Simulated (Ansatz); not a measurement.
BaTiO3 (P4mm): refractive index against wavelength

The refractive index of BaTiO3 (P4mm) along x below the direct gap (2.09 eV on the mesh) is read from one computed spectrum, n = √(Re ε). x, y and z are the Cartesian axes of the input cell.

Cell: a, b, c = 4.000, 4.000, 4.018 Å (primitive vectors), 5 atoms.

Method: Ansatz 0.2.0, PBE, independent particles, k-mesh 6×6×6 with interpolation inside its cells, Gaussian parameter 0.1 eV.

Launch of the response step: `ansatz run input.yaml --threads 4 --pin off --max-ram 8192MiB --backend cpu --events-out ev --progress --plain --runs-dir out`. The run took 26 s, on 4 threads of Intel(R) Xeon(R) 6975P-C (Granite Rapids), on a shared host.

| wavelength (nm) | photon energy E (eV) | n |
| --- | --- | --- |
| 3000 | 0.413 | 2.5938 |
| 2000 | 0.620 | 2.6048 |
| 1550 | 0.800 | 2.6185 |
| 1310 | 0.946 | 2.6328 |
| 1064 | 1.165 | ? |
| 850 | 1.459 | 2.7132 |

In the single-oscillator model n² − 1 = E₀E_d/(E₀² − E²), so 1/(n² − 1) = E₀/E_d − E²/(E₀E_d) is linear in E².

Working, on the rows shown:

| x = E² (eV²) | y = 1/(n² − 1) |
| --- | --- |
| 0.170801 | 0.174587 |
| 0.384302 | 0.172861 |
| 0.639837 | 0.170749 |
| 0.895757 | 0.168588 |
| 2.12762 | 0.157197 |

Means: x̄ = 0.84366, ȳ = 0.1688. Σ(x − x̄)(y − ȳ) = -0.02107, Σ(x − x̄)² = 2.357. Slope = -0.02107 / 2.357 = -0.008939; intercept = ȳ − slope · x̄ = 0.17634. Turned back into n, the line misses the rows shown by at most 0.0017.

Fill in the last column of the withheld row.

At x = 1.3578 the line gives y = 0.1642, that is 2.6627. The run gave 2.6606, so the interpolation is off by 0.0021, 1.8 % of the range in the table.

Refitted with all rows, the slope is -0.008888 and the intercept 0.17634. These give E₀ = √(intercept/−slope) = 4.45 eV and E_d = E₀/intercept = 25.3 eV; E₀ is 2.1 times the direct gap. The electronic limit at long wavelengths, without lattice vibrations, is n = √(1 + 1/intercept) = 2.583. The cell comes from an older database entry, whose edges can be off by a per cent or so. Excitons are left out and so are local fields; PBE gaps are as a rule too small. Spin-orbit coupling is left out.
